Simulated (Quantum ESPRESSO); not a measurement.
**MnRh: spin spirals in supercells**

Wanted: E(q) of MnRh at simple fractions of a reciprocal vector.

Calculated with Quantum ESPRESSO 7.5; LDA; plane waves with GBRV 1.5 LDA potentials, no spin-orbit coupling, flat spiral in a supercell.

This is a report of a sequence of runs, with most program output left out.

### Step 1. The starting structure

The structure is cubic, space group Pm-3m (No. 221). Conventional cell: a = 3.044 Å, b = 3.044 Å, c = 3.044 Å, α = 90.00°, β = 90.00°, γ = 90.00°. Nearest to Mn lie 8 Rh at 2.64 Å. Nearest to Rh lie 8 Mn at 2.64 Å. Farther neighbours are not listed.

Coordinates:

```cif
data_structure
_symmetry_space_group_name_H-M 'P 1'
_symmetry_Int_Tables_number 1
_cell_length_a 3.0440
_cell_length_b 3.0440
_cell_length_c 3.0440
_cell_angle_alpha 90.000
_cell_angle_beta 90.000
_cell_angle_gamma 90.000
_cell_volume 28.21
loop_
_atom_site_label
_atom_site_type_symbol
_atom_site_fract_x
_atom_site_fract_y
_atom_site_fract_z
_atom_site_occupancy
Mn1 Mn 0.00000 0.00000 0.00000 1
Rh2 Rh 0.50000 0.50000 0.50000 1
```

The cell comes from the Crystallography Open Database.

### Step 2. Parallel moments, one cell

The input, pw.in:

```
&CONTROL
  calculation = 'scf'
  prefix = 'pwscf'
  outdir = './tmp'
  pseudo_dir = './pseudo'
  disk_io = 'nowf'
/
&SYSTEM
  ibrav = 0
  nat = 2
  ntyp = 2
  ecutwfc = 34
  ecutrho = 238
  nbnd = 44
  occupations = 'smearing'
  smearing = 'fd'
  degauss = 0.00734986
  noncolin = .true.
  starting_magnetization(1) = 0.2333
  angle1(1) = 90
  angle2(1) = 0
  starting_magnetization(2) = 0
/
&ELECTRONS
  conv_thr = 2d-08
  electron_maxstep = 150
  mixing_beta = 0.3
/
ATOMIC_SPECIES
Mn     54.9380 mn_lda_v1.5.uspp.F.UPF
Rh    102.9055 rh_lda_v1.4.uspp.F.UPF
CELL_PARAMETERS bohr
   5.7523263234    0.0000000000    0.0000000000
   0.0000000000    5.7523263234    0.0000000000
   0.0000000000    0.0000000000    5.7523263234
ATOMIC_POSITIONS crystal
Mn      0.0000000000    0.0000000000    0.0000000000
Rh      0.5000000000    0.5000000000    0.5000000000
K_POINTS automatic
6 6 12 0 0 0
```

Command:

```
OMP_NUM_THREADS=1 mpirun -n 4 pw.x -nk 4 -in pw.in > pw.out
```

It took 29 s on 4 MPI ranks of Arm Neoverse V2, shared host; peak memory 0.38 GiB.

Spin moment in the atom's sphere by atom:

| atom | x (μB) | y (μB) | z (μB) | size |
| --- | --- | --- | --- | --- |
| Mn1 | 3.39 | 0.00 | 0.00 | 3.39 |
| Rh2 | 0.58 | 0.00 | 0.00 | 0.58 |

Numbers from this step:

| Property | Result |
| --- | --- |
| smearing term TS | 0.05348 eV |
| magnetization | 4.088, 0, 0 μB |
| absolute magnetization | 4.119 μB |
| final state | ferromagnetic |

### Step 3. One turn in 2 cells along the input cell's c

Neighbouring cells are turned by 180° in the xy plane; the cell holds 4 atoms.

The input, pw.in:

```
&CONTROL
  calculation = 'scf'
  prefix = 'pwscf'
  outdir = './tmp'
  pseudo_dir = './pseudo'
  disk_io = 'nowf'
/
&SYSTEM
  ibrav = 0
  nat = 4
  ntyp = 4
  ecutwfc = 34
  ecutrho = 238
  nbnd = 78
  occupations = 'smearing'
  smearing = 'fd'
  degauss = 0.00734986
  noncolin = .true.
  starting_magnetization(1) = 0.2333
  angle1(1) = 90
  angle2(1) = 0
  starting_magnetization(2) = 0.2333
  angle1(2) = 90
  angle2(2) = 180
  starting_magnetization(3) = 0
  starting_magnetization(4) = 0
/
&ELECTRONS
  conv_thr = 4d-08
  electron_maxstep = 150
  mixing_beta = 0.3
/
ATOMIC_SPECIES
Mn1    54.9380 mn_lda_v1.5.uspp.F.UPF
Mn2    54.9380 mn_lda_v1.5.uspp.F.UPF
Rh1   102.9055 rh_lda_v1.4.uspp.F.UPF
Rh2   102.9055 rh_lda_v1.4.uspp.F.UPF
CELL_PARAMETERS bohr
   5.7523263234    0.0000000000    0.0000000000
   0.0000000000    5.7523263234    0.0000000000
   0.0000000000    0.0000000000   11.5046526467
ATOMIC_POSITIONS crystal
Mn1     0.0000000000    0.0000000000    0.0000000000
Mn2     0.0000000000    0.0000000000    0.5000000000
Rh1     0.5000000000    0.5000000000    0.2500000000
Rh2     0.5000000000    0.5000000000    0.7500000000
K_POINTS automatic
6 6 6 0 0 0
```

It took 1.9 min on 4 MPI ranks; peak memory 0.71 GiB.

Spin moment in the atom's sphere by atom:

| atom | x (μB) | y (μB) | z (μB) | size |
| --- | --- | --- | --- | --- |
| Mn1 | 3.42 | 0.00 | 0.00 | 3.42 |
| Mn2 | -3.42 | 0.00 | 0.00 | 3.42 |
| Rh3 | 0.00 | 0.00 | 0.00 | 0.00 |
| Rh4 | 0.00 | 0.00 | 0.00 | 0.00 |

This step gave:

- smearing term TS: 0.1719 eV
- magnetization: 0, 0, 0 μB
- absolute magnetization: 7.345 μB
- final state: antiferromagnetic

### Step 4. One turn in 3 cells along the input cell's c

Neighbouring cells are turned by 120° in the xy plane; the cell holds 6 atoms.

The input, pw.in:

```
&CONTROL
  calculation = 'scf'
  prefix = 'pwscf'
  outdir = './tmp'
  pseudo_dir = './pseudo'
  disk_io = 'nowf'
/
&SYSTEM
  ibrav = 0
  nat = 6
  ntyp = 6
  ecutwfc = 34
  ecutrho = 238
  nbnd = 114
  occupations = 'smearing'
  smearing = 'fd'
  degauss = 0.00734986
  noncolin = .true.
  starting_magnetization(1) = 0.2333
  angle1(1) = 90
  angle2(1) = 0
  starting_magnetization(2) = 0.2333
  angle1(2) = 90
  angle2(2) = 120
  starting_magnetization(3) = 0.2333
  angle1(3) = 90
  angle2(3) = -120
  starting_magnetization(4) = 0
  starting_magnetization(5) = 0
  starting_magnetization(6) = 0
/
&ELECTRONS
  conv_thr = 6d-08
  electron_maxstep = 150
  mixing_beta = 0.3
/
ATOMIC_SPECIES
Mn1    54.9380 mn_lda_v1.5.uspp.F.UPF
Mn2    54.9380 mn_lda_v1.5.uspp.F.UPF
Mn3    54.9380 mn_lda_v1.5.uspp.F.UPF
Rh1   102.9055 rh_lda_v1.4.uspp.F.UPF
Rh2   102.9055 rh_lda_v1.4.uspp.F.UPF
Rh3   102.9055 rh_lda_v1.4.uspp.F.UPF
CELL_PARAMETERS bohr
   5.7523263234    0.0000000000    0.0000000000
   0.0000000000    5.7523263234    0.0000000000
   0.0000000000    0.0000000000   17.2569789701
ATOMIC_POSITIONS crystal
Mn1     0.0000000000    0.0000000000    0.0000000000
Mn2     0.0000000000    0.0000000000    0.3333333333
Mn3     0.0000000000    0.0000000000    0.6666666667
Rh1     0.5000000000    0.5000000000    0.1666666667
Rh2     0.5000000000    0.5000000000    0.5000000000
Rh3     0.5000000000    0.5000000000    0.8333333333
K_POINTS automatic
6 6 4 0 0 0
```

Wall time 6.9 min (4 MPI ranks); peak memory 1.3 GiB.

Spin moment in the atom's sphere by atom:

| atom | x (μB) | y (μB) | z (μB) | size |
| --- | --- | --- | --- | --- |
| Mn1 | 3.42 | 0.00 | 0.00 | 3.42 |
| Mn2 | -1.71 | 2.96 | 0.00 | 3.42 |
| Mn3 | -1.71 | -2.96 | 0.00 | 3.42 |
| Rh4 | 0.12 | 0.21 | 0.00 | 0.24 |
| Rh5 | -0.24 | 0.00 | 0.00 | 0.24 |
| Rh6 | 0.12 | -0.21 | 0.00 | 0.24 |

This step gave:

- smearing term TS: 0.2177 eV
- magnetization: 0.001, 0, 0 μB
- absolute magnetization: 11.60 μB
- final state: non-collinear

### Step 5. One turn in 4 cells along the input cell's c

Neighbouring cells are turned by 90° in the xy plane; the cell holds 8 atoms.

The input, pw.in:

```
&CONTROL
  calculation = 'scf'
  prefix = 'pwscf'
  outdir = './tmp'
  pseudo_dir = './pseudo'
  disk_io = 'nowf'
/
&SYSTEM
  ibrav = 0
  nat = 8
  ntyp = 8
  ecutwfc = 34
  ecutrho = 238
  nbnd = 148
  occupations = 'smearing'
  smearing = 'fd'
  degauss = 0.00734986
  noncolin = .true.
  starting_magnetization(1) = 0.2333
  angle1(1) = 90
  angle2(1) = 0
  starting_magnetization(2) = 0.2333
  angle1(2) = 90
  angle2(2) = 90
  starting_magnetization(3) = 0.2333
  angle1(3) = 90
  angle2(3) = 180
  starting_magnetization(4) = 0.2333
  angle1(4) = 90
  angle2(4) = -90
  starting_magnetization(5) = 0
  starting_magnetization(6) = 0
  starting_magnetization(7) = 0
  starting_magnetization(8) = 0
/
&ELECTRONS
  conv_thr = 8d-08
  electron_maxstep = 150
  mixing_beta = 0.3
/
ATOMIC_SPECIES
Mn1    54.9380 mn_lda_v1.5.uspp.F.UPF
Mn2    54.9380 mn_lda_v1.5.uspp.F.UPF
Mn3    54.9380 mn_lda_v1.5.uspp.F.UPF
Mn4    54.9380 mn_lda_v1.5.uspp.F.UPF
Rh1   102.9055 rh_lda_v1.4.uspp.F.UPF
Rh2   102.9055 rh_lda_v1.4.uspp.F.UPF
Rh3   102.9055 rh_lda_v1.4.uspp.F.UPF
Rh4   102.9055 rh_lda_v1.4.uspp.F.UPF
CELL_PARAMETERS bohr
   5.7523263234    0.0000000000    0.0000000000
   0.0000000000    5.7523263234    0.0000000000
   0.0000000000    0.0000000000   23.0093052934
ATOMIC_POSITIONS crystal
Mn1     0.0000000000    0.0000000000    0.0000000000
Mn2     0.0000000000    0.0000000000    0.2500000000
Mn3     0.0000000000    0.0000000000    0.5000000000
Mn4     0.0000000000    0.0000000000    0.7500000000
Rh1     0.5000000000    0.5000000000    0.1250000000
Rh2     0.5000000000    0.5000000000    0.3750000000
Rh3     0.5000000000    0.5000000000    0.6250000000
Rh4     0.5000000000    0.5000000000    0.8750000000
K_POINTS automatic
6 6 3 0 0 0
```

The job ended after 11 min (4 MPI ranks; peak memory 1.7 GiB).

Read from the output:

```yaml
smearing_term_ts: 0.2668 eV
magnetization: 0, 0, 0 μB
absolute_magnetization: 15.96 μB
final_state: non-collinear
largest_moment: 3.422 μB
```

### Step 6. What a mistake does

One input was spoiled on purpose, to see how the program answers.

The input, pw.in:

```
&CONTROL
  calculation = 'scf'
  prefix = 'pwscf'
  outdir = './tmp'
  pseudo_dir = './pseudo'
  disk_io = 'nowf'
/
&SYSTEM
  ibrav = 0
  nat = 2
  ntyp = 2
  ecutwfc = 34
  ecutrho = 238
  nbnd = 24
  occupations = 'smearing'
  smearing = 'fd'
  degauss = 0.00734986
  nspin = 2
  starting_magnetization(1) = 0.2333
  starting_magnetization(2) = 0
/
&ELECTRONS
  conv_thr = 2d-08
  electron_maxstep = 60
  mixing_beta = 0.3
/
ATOMIC_SPECIES
Mn     54.9380 mn_lda_v1.5.uspp.F.UPF
Rh    102.9055 rh_lda_v1.4.uspp.F.UPF
CELL_PARAMETERS angstrom
   3.0440000000    0.0000000000    0.0000000000
   0.0000000000    3.0440000000    0.0000000000
   0.0000000000    0.0000000000    3.0440000000
ATOMIC_POSITIONS crystal
Mn      0.0000000000    0.0000000000    0.0000000000
Rh      0.5000000000    0.5000000000    0.5000000000
K_POINTS automatic
6 6 6 0 0 0
HUBBARD {ortho-atomic}
U Mn-6f 5.0
```

The job ended after 0.62 s (4 MPI ranks; peak memory 0.05 GiB).

The input was rejected at the start.

The program's message: “determine_hubbard_occ (1): Mismatch between the requested and available manifolds”

The fault put into the input: a U on a shell that the file lacks.

### Step 7. The spirals together

Spirals:

| q along the reciprocal vector | energy less that at q = 0 (meV a seeded atom) | largest site moment (μB) | typed angles kept | CPU time (s) |
| --- | --- | --- | --- | --- |
| 0 | 0 | 3.387 | yes | 116.5 |
| 0.25 | 26.12 | 3.422 | yes | 2716 |
| 0.3333 | 44.93 | 3.423 | yes | 1667 |
| 0.5 | 78.61 | 3.423 | yes | 450.8 |

The energy less that at q = 0, self-consistent by path:

| path (Å⁻¹) | energy less that at q = 0, self-consistent (meV a seeded atom) |
| --- | --- |
| 0.000 | 0 |
| 0.516 | 26.1 |
| 0.688 | 44.9 |
| 1.032 | 78.6 |

### Step 8. What came out

```
lowest point  : q = 0 along c*, 0 meV a seeded atom
highest point : q = 0.5, 78.6 meV a seeded atom
```

No spiral that was tried lies under the parallel state. The moment changes by 1.0 % between the spirals. The cell of 4 repeats took 23 times the CPU time of the single cell, though its mesh is shorter in proportion. Here c and c* are vectors of the cell in the input, which need not be the conventional cell, and only this direction was probed. The mesh is coarse, so differences of some ten meV can be noise in a metal. Energies are free energies at an electronic temperature of 1160 K, which lowers moments and differences where the moments are itinerant. The cutoff lies under the 40 Ry that these files are usually run at.

[Logs and program files are shortened in this print: banners, set-up blocks, solver, clock and traceback lines can be left out without a mark of their own.]

[Logs are printed without paths, hosts, clocks, repeated set-up lines and the standing remarks that a program may print on its own settings, such as how far it seeks lower states.]

[Hosts, paths, dates, database ids (printed as entryN), source tags and the programs' standing remarks are cut or masked in the printed files.]

[Where a cell is said to come from a database of computed structures, the database is the Materials Project.]
